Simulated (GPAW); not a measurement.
# ZnSe (Stilleite): optical spectrum from first principles, part 2 of 2

Aim: the dielectric function of ZnSe (Stilleite), and the optical constants that follow from it.

GPAW 26.7.0; DFT, PBE, plane-wave PAW (GPAW data sets), scalar-relativistic, RPA, optical limit.

So far. Step 2 (Ground state): There is a gap, 1.30 eV on this mesh (points off the mesh can give less), so no carriers' term is needed.

### Step 4. Dielectric function, RPA (continued)

The Im ε, E ∥ x has structure finer than the step of the table below, so its rows give means over 0.5 eV, whole bins alone (the curve runs from 0 to 21.9 eV). Peaks (eV: height): 3.38: 6.72, 4.02: 7.67, 5.37: 10.8, 7.55: 6.27.

Sum at mesh points, not converged in k; values under the direct gap are tails of Lorentzian lines. Im ε, E ∥ x against photon energy; means over each step:

| photon energy (eV) | Im ε, E ∥ x |
| --- | --- |
| 0.5 | 0.0829 |
| 1.0 | 0.448 |
| 1.5 | 0.831 |
| 2.0 | 1.63 |
| 2.5 | 1.84 |
| 3.0 | 2.99 |
| 3.5 | 5.33 |
| 4.0 | 6.58 |
| 4.5 | 5.43 |
| 5.0 | 7.32 |
| 5.5 | 10.2 |
| 6.0 | 9.29 |
| 6.5 | 4.87 |
| 7.0 | 5.41 |
| 7.5 | 5.81 |
| 8.0 | 4.41 |
| 8.5 | 3.70 |
| 9.0 | 2.88 |
| 9.5 | 2.38 |
| 10.0 | 2.05 |
| 10.5 | 2.02 |
| 11.0 | 1.59 |
| 11.5 | 1.39 |
| 12.0 | 1.45 |
| 12.5 | 1.12 |
| 13.0 | 0.977 |
| 13.5 | 0.839 |
| 14.0 | 0.721 |
| 14.5 | 0.598 |
| 15.0 | 0.493 |
| 15.5 | 0.449 |
| 16.0 | 0.516 |
| 16.5 | 0.460 |
| 17.0 | 0.406 |
| 17.5 | 0.411 |
| 18.0 | 0.405 |
| 18.5 | 0.390 |
| 19.0 | 0.393 |
| 19.5 | 0.391 |
| 20.0 | 0.362 |
| 20.5 | 0.358 |
| 21.0 | 0.339 |
| 21.5 | 0.285 |

The reflectivity at normal incidence, E ∥ x has structure finer than the step of the table below, so its rows give means over 1 eV, whole bins alone (the curve runs from 0 to 21.9 eV). Peaks (eV: height): 3.3: 31.1, 4.0: 31.6, 6.1: 46.4, 9.1: 40.9, 10.8: 37.2, 12.3: 34.5.

Sum at mesh points, not converged in k. Table of reflectivity at normal incidence, E ∥ x by photon energy; means over each step:

photon energy (eV), reflectivity at normal incidence, E ∥ x (%) and a bar from the least value:
```
        1       21.2 #############
        2       22.8 ###############
        3       26.8 ##################
        4       27.7 ###################
        5       31.4 ######################
        6       41.4 ##############################
        7       30.6 #####################
        8       38.7 ############################
        9       38.4 ############################
       10       33.7 ########################
       11       34.0 ########################
       12       31.0 #####################
       13       31.7 ######################
       14       30.0 #####################
       15       24.6 ################
       16       14.6 ########
       17       11.5 #####
       18        8.0 ##
       19        6.4 #
       20        5.7 
       21        5.3
```

Sum at mesh points, not converged in k; values under the direct gap are tails of Lorentzian lines. Table of loss function −Im 1/ε at q → 0, E ∥ x by energy loss; read off at these points:

energy loss (eV), loss function −Im 1/ε at q → 0, E ∥ x and a bar:
```
      0.0       0.00 
      1.0       0.01 
      2.0       0.03 
      3.0       0.03 
      4.0       0.07 #
      5.0       0.08 #
      6.0       0.10 #
      7.0       0.17 ##
      8.0       0.20 ###
      9.0       0.26 ###
     10.0       0.43 ######
     11.0       0.50 ######
     12.0       0.56 #######
     13.0       0.86 ###########
     14.0       1.12 ###############
     15.0       1.93 #########################
     15.2       2.30 ##############################
     16.0       1.76 #######################
     16.5       2.07 ###########################
     17.0       1.98 ##########################
     18.0       1.53 ####################
     19.0       1.28 #################
     20.0       1.22 ################
     21.0       1.21 ################
```

The Im ε, E ∥ x has structure finer than the step of the table below, so its rows give means over 0.5 eV, whole bins alone (the curve runs from 0 to 21.9 eV). Peaks (eV: height): without local fields 3.38: 7.37, 4.02: 8.58, 5.37: 14.1, 7.04: 8.66; with local fields 3.38: 6.72, 4.02: 7.67, 5.37: 10.8, 7.55: 6.27.

Sum at mesh points, not converged in k; values under the direct gap are tails of Lorentzian lines. Im ε, E ∥ x against photon energy; means over each step:

| photon energy (eV) | without local fields | with local fields |
| --- | --- | --- |
| 0.5 | 0.0885 | 0.0829 |
| 1.0 | 0.461 | 0.448 |
| 1.5 | 0.854 | 0.831 |
| 2.0 | 1.69 | 1.63 |
| 2.5 | 1.96 | 1.84 |
| 3.0 | 3.32 | 2.99 |
| 3.5 | 5.90 | 5.33 |
| 4.0 | 7.39 | 6.58 |
| 4.5 | 6.29 | 5.43 |
| 5.0 | 9.36 | 7.32 |
| 5.5 | 13.1 | 10.2 |
| 6.0 | 10.7 | 9.29 |
| 6.5 | 6.05 | 4.87 |
| 7.0 | 7.80 | 5.41 |
| 7.5 | 7.09 | 5.81 |
| 8.0 | 4.84 | 4.41 |
| 8.5 | 3.85 | 3.70 |
| 9.0 | 2.81 | 2.88 |
| 9.5 | 2.47 | 2.38 |
| 10.0 | 2.21 | 2.05 |
| 10.5 | 1.90 | 2.02 |
| 11.0 | 1.45 | 1.59 |
| 11.5 | 1.34 | 1.39 |
| 12.0 | 1.28 | 1.45 |
| 12.5 | 0.937 | 1.12 |
| 13.0 | 0.872 | 0.977 |
| 13.5 | 0.757 | 0.839 |
| 14.0 | 0.640 | 0.721 |
| 14.5 | 0.555 | 0.598 |
| 15.0 | 0.476 | 0.493 |
| 15.5 | 0.504 | 0.449 |
| 16.0 | 0.574 | 0.516 |
| 16.5 | 0.444 | 0.460 |
| 17.0 | 0.399 | 0.406 |
| 17.5 | 0.419 | 0.411 |
| 18.0 | 0.379 | 0.405 |
| 18.5 | 0.341 | 0.390 |
| 19.0 | 0.350 | 0.393 |
| 19.5 | 0.329 | 0.391 |
| 20.0 | 0.314 | 0.362 |
| 20.5 | 0.331 | 0.358 |
| 21.0 | 0.279 | 0.339 |
| 21.5 | 0.239 | 0.285 |

At chosen wavelengths:

| wavelength (nm) | n | k | R (%) | 1/α |
| --- | --- | --- | --- | --- |
| 1064 | 2.78 | 0.140 | 22.3 | 605 nm |
| 532 | 2.79 | 0.253 | 22.7 | 167 nm |
| 450 | 2.92 | 0.406 | 24.8 | 88 nm |
| 405 | 3.04 | 0.470 | 26.5 | 69 nm |
| 365 | 3.00 | 1.110 | 30.4 | 26 nm |
| 308 | 2.87 | 1.335 | 31.5 | 18 nm |
| 193 | 1.34 | 1.794 | 38.4 | 8.6 nm |

Below the direct gap, k and the depth come from the tails of the Lorentzian lines, not from transitions.

Rows near the edge hang on the gap, which this functional as a rule makes too small, and phonon-assisted absorption is left out.

### Step 5. Results

```json
{
  "electronic dielectric constant ε∞, mean over x, y and z (by symmetry where fewer were run) (RPA)": "6.89",
  "centre of weight of the strongest loss peak in the window, first axis": "16.5 eV"
}
```

In words: At this level (PBE, RPA) ZnSe has ε∞ = 6.89 and n = 2.69 at 1550 nm. On the mesh the gap is 1.30 eV and the least direct gap 1.30 eV. Local fields change the static value along x from 7.71 to 6.89 (-11 %). Excitons and phonon-assisted transitions are missing; PBE gaps are as a rule too small, which pulls the onset down and ε∞ up. In this version of GPAW the matrix elements of the optical limit are incomplete, which can lower ε − 1 by up to a tenth where first-row anions or d states rule, and shift it by more in d metals. The sum runs over mesh points 0.17 Å⁻¹ apart with no interpolation, so peaks are partly noise of the mesh; over so small a direct gap single mesh points weigh heavily, so ε∞, n and their changes from run to run can be far off.

[Machine, clock and banner lines and Python warnings are left out of the logs.]

[Logs are printed without paths, hosts, clocks, repeated set-up lines and the standing remarks that a program may print on its own settings, such as how far it seeks lower states.]

[Hosts, paths, dates, database ids (printed as entryN), source tags and the programs' standing remarks are cut or masked in the printed files.]
